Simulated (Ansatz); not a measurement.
Rows from a G0W0 calculation on LiNbO3 (R3c) (Ansatz 0.2.0; G0W0 on PBE, plane waves, PAW; PAW set soft_1; 4×4×4 mesh, 443 empty bands, screening to 150 eV, PAW set soft_1 files), in eV. Spin-orbit coupling is left out.

```tsv
row	k	band	start	Σx	Σc at the solution	Vxc
A	(0.000, 0.250, -0.500)	c2	11.326	-14.069	-4.942	-19.999
B	(0.000, 0.250, -0.500)	v2	6.927	-25.701	4.488	-20.627
C	Γ	c1	10.849	-13.781	-4.921	-19.675
D	Γ	v1	7.228	-25.787	4.545	-20.682
E	(0.000, 0.250, -0.500)	c1	10.847	-13.716	-4.969	-19.658
F	(0.000, 0.250, -0.500)	v1	7.118	-25.814	4.588	-20.645
```

Question: Give the quasiparticle energies and the shift of each level.

The quasiparticle equation reads E = start + Σx + Σc(E) − Vxc.

```tsv
row	E (eV)	shift (eV)
A	12.314	+0.989
B	6.340	−0.587
C	11.823	+0.974
D	6.668	−0.560
E	11.821	+0.974
F	6.536	−0.582
```

Limits: not at the basis limit; no spin-orbit coupling.

[Paths, hosts, dates, memory and timing lines, banners, echoed tables and standing remarks are left out of the program output.]

[Logs are printed without paths, hosts, clocks, repeated set-up lines and the standing remarks that a program may print on its own settings, such as how far it seeks lower states.]

[Runs of the session that timed out or met a known fault of the program may be left out.]

[Cells called generated may have been cut or substituted from an entry of the Crystallography Open Database or the Materials Project.]

[Hosts, paths, dates, database ids (printed as entryN), source tags and the programs' standing remarks are cut or masked in the printed files.]
